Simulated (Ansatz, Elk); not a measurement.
# Bonding as seen by X-rays: LiNb3

The structure of LiNb3 used here is made up (a known structure type with other elements) and was relaxed beforehand with PBE. The aim is the Fourier transform of its all-electron density, F(hkl), set beside the sum over free spherical atoms that refinements use.

Program: Elk 11.2.3 (patched build). Level of theory: DFT, PBE, all-electron APW+lo, Dirac cores, scalar-relativistic bands, static density, no spin. Results are calculated unless marked as measured.

This account leaves out most program logs.

The structure was built from a prototype and need not be the compound's stable phase.

**1. The structure**

It takes space group P4/mmm (No. 123, tetragonal). Conventional cell: a = 4.496 Å, b = 4.496 Å, c = 3.373 Å, α = 90.00°, β = 90.00°, γ = 90.00°. Nearest to Nb lie 8 Nb at 2.81 Å. Nearest to Nb lie 4 Li at 2.81 Å and 4 Nb at 2.81 Å. Nearest to Li lie 8 Nb at 2.81 Å. Farther neighbours are not listed.

**2. Ground state and structure factors**

An all-electron density is needed, since X-rays see the cores too. Task 0 finds the density and task 195 Fourier-transforms it; tshift is off so that phases refer to the origin typed.

Contents of elk.in:

```
tasks
  0
  195

xctype
  20

spinpol
  .false.

rgkmax
  7.0

gmaxvr
  14.0

lmaxo
  7

lmaxapw
  8

swidth
  0.002

tshift
  .false.

ramdisk
  .false.

hmaxvr
  5.5

maxscl
  120

epspot
  1e-06

sppath
  './'

avec
  8.49645804958 -0.00000000000 0.00000000000
  -0.00000000000 8.49645804958 0.00000000000
  -0.00000000000 0.00000000000 6.37409665921

atoms
  2
  'Nb.in'
  3
  0.5000000000 0.5000000000 -0.0000000000   0.000000 0.000000 0.000000
  0.5000000000 -0.0000000000 0.5000000000   0.000000 0.000000 0.000000
  -0.0000000000 0.5000000000 0.5000000000   0.000000 0.000000 0.000000
  'Li.in'
  1
  0.0000000000 0.0000000000 0.0000000000   0.000000 0.000000 0.000000

ngridk
  5 5 7
```

Command:

```sh
$ OMP_NUM_THREADS=4 elk
```

The job ended after 16 s (4 threads of Arm Neoverse V2, shared host; peak memory 0.16 GiB; 43 s of CPU time).

SFACRHO.OUT:

```text

h k l indices transformed by vhmat matrix:
   1.000000000       0.000000000       0.000000000    
   0.000000000       1.000000000       0.000000000    
   0.000000000       0.000000000       1.000000000    

      h      k      l  multipl.   |H|            Re(F)            Im(F)           |F|

      0      0      0      1   0.0000000       126.00000      0.35529226E-19   126.00000    
      0      1      0      4  0.73950642      -34.764499      0.39849852E-13   34.764499    
      0      0      1      2  0.98573737      -32.736198      0.38471916E-13   32.736198    
     -1     -1      0      4   1.0458200      -32.305233     -0.28355208E-15   32.305233    
      0     -1      1      8   1.2322938      -30.952426     -0.58891291E-14   30.952426    
     -1      1     -1      8   1.4371561       95.472238      0.41058434E-13   95.472238    
      0     -2      0      4   1.4790128       94.600728      0.70382207E-13   94.600728    
     -2      1      0      8   1.6535866      -28.009660      0.33998512E-13   28.009660    
     -2      0      1      8   1.7774018      -27.434195      0.33062341E-13   27.434195    
     -2      1      1     16   1.9251044      -26.672384     -0.64057393E-13   26.672384    
      0      0     -2      2   1.9714747       85.018573      0.63521137E-13   85.018573    
     -2     -2      0      4   2.0916400       82.921128      0.12317859E-12   82.921128    
     -1      0      2      8   2.1056074      -25.528492     -0.18829179E-13   25.528492    
     -3      0      0      4   2.2185193      -25.217681     -0.11377197E-12   25.217681    
     -1     -1      2      8   2.2316927      -24.971850      0.83376548E-13   24.971850    
     -2      2      1      8   2.3122794      -24.632882      0.40832982E-13   24.632882    
     -1      3      0      8   2.3385246      -24.446394     -0.11349616E-13   24.446394    
      0      3      1      8   2.4276544      -24.031906      0.11379286E-13   24.031906
```

Elk indexes on the primitive cell of elk.in and gives |H| = 4π sin θ/λ in inverse bohr. Below, one row stands for each form hkl of the conventional cell (m members, Friedel mates merged), F is for one primitive cell and the density is static (no thermal factor). Free-atom factors are Waasmaier and Kirfel's, and R is Σm||F|−|F'||/Σm|F|.

```
hkl   m  sin θ/λ (Å⁻¹)  abs F, DFT  neutral atoms   diff.
100   4          0.111      34.764         34.886  -0.122
001   2          0.148      32.736         33.072  -0.336
110   4          0.157      32.305         32.625  -0.320
101   8          0.185      30.952         31.257  -0.304
111   8          0.216      95.472         96.230  -0.758
200   4          0.222      94.601         95.306  -0.705
210   8          0.249      28.010         28.343  -0.334
201   8          0.267      27.434         27.542  -0.108
211  16          0.289      26.672         26.624  +0.049
002   2          0.296      85.019         85.116  -0.097
220   4          0.315      82.921         82.841  +0.080
102   8          0.317      25.529         25.564  -0.035
300   4          0.334      25.218         24.938  +0.280
112   8          0.336      24.972         24.867  +0.105
221   8          0.348      24.633         24.442  +0.191
310   8          0.352      24.446         24.306  +0.140
301   8          0.365      24.032         23.860  +0.172
202   8          0.371      76.787         76.408  +0.379
311  16          0.382      75.639         75.261  +0.379
212  16          0.387      23.399         23.171  +0.228
320   8          0.401      22.848         22.755  +0.093
321  16          0.427      22.095         22.020  +0.075
```

**3. The highest occupied states alone**

An energy window below the Fermi level keeps the highest occupied states, to see at which angles they scatter; shallow core shells can lie inside it and anion s states outside. No new self-consistency is needed.

Changes to elk.in since step 2:

```diff
@@ -1,3 +1,2 @@
 tasks
-  0
   195
@@ -40,2 +39,5 @@
 
+wsfac
+  -0.045050 0.622450
+
 sppath
```

Command:

```sh
$ OMP_NUM_THREADS=4 elk
```

The job ended after 5.2 s (4 threads; peak memory 0.16 GiB; 6.4 s of CPU time).

States within 10 eV below the Fermi level hold 16.00 electrons; any levels below the window count with the cores. Their amplitudes can exceed the total, where window and core parts have opposite phase:

```
hkl  sin θ/λ (Å⁻¹)  abs F, window  abs F, all
100          0.111          2.317      34.764
001          0.148          1.340      32.736
110          0.157          1.204      32.305
101          0.185          0.824      30.952
111          0.216          1.482      95.472
200          0.222          1.354      94.601
210          0.249          0.157      28.010
201          0.267          0.215      27.434
211          0.289          0.269      26.672
002          0.296          0.464      85.019
```

**4. Another functional**

The difference from free atoms is small, so it is set against the change that PBEsol makes.

Changes to elk.in since step 3:

```diff
@@ -1,2 +1,3 @@
 tasks
+  0
   195
@@ -4,3 +5,3 @@
 xctype
-  20
+  22
 
@@ -39,5 +40,2 @@
 
-wsfac
-  -0.045050 0.622450
-
 sppath
```

Command:

```sh
$ OMP_NUM_THREADS=4 elk
```

The job ended after 16 s (4 threads; peak memory 0.16 GiB).

Against the first run R = 0.02 %; the largest change is -0.024 at 002.

**5. A coarser k-mesh**

About half the k-points along each axis test the sampling.

Changes to elk.in since step 4:

```diff
@@ -5,3 +5,3 @@
 xctype
-  22
+  20
 
@@ -60,2 +60,2 @@
 ngridk
-  5 5 7
+  2 2 4
```

Command:

```sh
$ OMP_NUM_THREADS=4 elk
```

Run time: 13 s. Hardware: 4 threads; peak memory 0.16 GiB; 28 s of CPU time.

Against the first run R = 0.03 %; the largest change is -0.072 at 101.

**6. Basis size**

The basis and the expansions that go with it are enlarged, to see whether the differences are converged.

Changes to elk.in since step 5:

```diff
@@ -11,12 +11,12 @@
 rgkmax
-  7.0
+  8.5
 
 gmaxvr
-  14.0
+  18.0
 
 lmaxo
-  7
+  9
 
 lmaxapw
-  8
+  10
 
@@ -60,2 +60,2 @@
 ngridk
-  2 2 4
+  5 5 7
```

Command:

```sh
$ OMP_NUM_THREADS=4 elk
```

Wall time 36 s (4 threads); peak memory 0.29 GiB; 94 s of CPU time.

Against the first run R = 0.00 %; the largest change is +0.008 at 004.

**7. Settings against the effect**

```
                              run  R against the first run (%)  R against neutral atoms, low angle (%)  wall time
                    PBE, rgkmax 7                         0.00                                    0.66       16 s
                           PBEsol                         0.02                                    0.67       16 s
                     k-mesh 2×2×4                         0.03                                    0.68       13 s
rgkmax 8.5 with larger expansions                         0.00                                    0.66       36 s
```

**8. Summary of results**

| Quantity | Value |
| --- | --- |
| R against neutral atoms, sin θ/λ < 0.3 Å⁻¹ | 0.66 % |
| R against neutral atoms, 0.3 to 0.82 Å⁻¹ | 0.30 % |

**Reading.** Independent neutral atoms miss the calculated amplitudes by R = 0.66 % below 0.3 Å⁻¹ and 0.30 % from there to 0.82 Å⁻¹; by shells, 0.57 % below 0.15 Å⁻¹ (2 forms), 0.67 % 0.15 to 0.3 (8 forms), 0.50 % 0.3 to 0.45 (16 forms), 0.26 % above 0.45 (100 forms). Bonding, aspherical density and the tables' own atoms all enter these figures, and the runs don't part them. The largest change of an amplitude is -0.76 electrons, at 111. The window's part falls from 16.0 electrons at the origin to at most 0.15 between 0.45 and 0.82 Å⁻¹. Below 0.3 Å⁻¹ the changes that finished (PBEsol, k-mesh 2×2×4 and rgkmax 8.5 with larger expansions) move F by R = 0.06 % at most, against the 0.66 % that separates it from free atoms. These runs have no spin, though d or f shells may be open. Part of the difference isn't bonding: the tables are fits to free atoms and ions calculated by other methods than this functional. Thermal motion, anomalous dispersion and extinction are left out.

[Logs are printed without paths, hosts, clocks, repeated set-up lines and the standing remarks that a program may print on its own settings, such as how far it seeks lower states.]

[Hosts, paths, dates, database ids (printed as entryN), source tags and the programs' standing remarks are cut or masked in the printed files.]
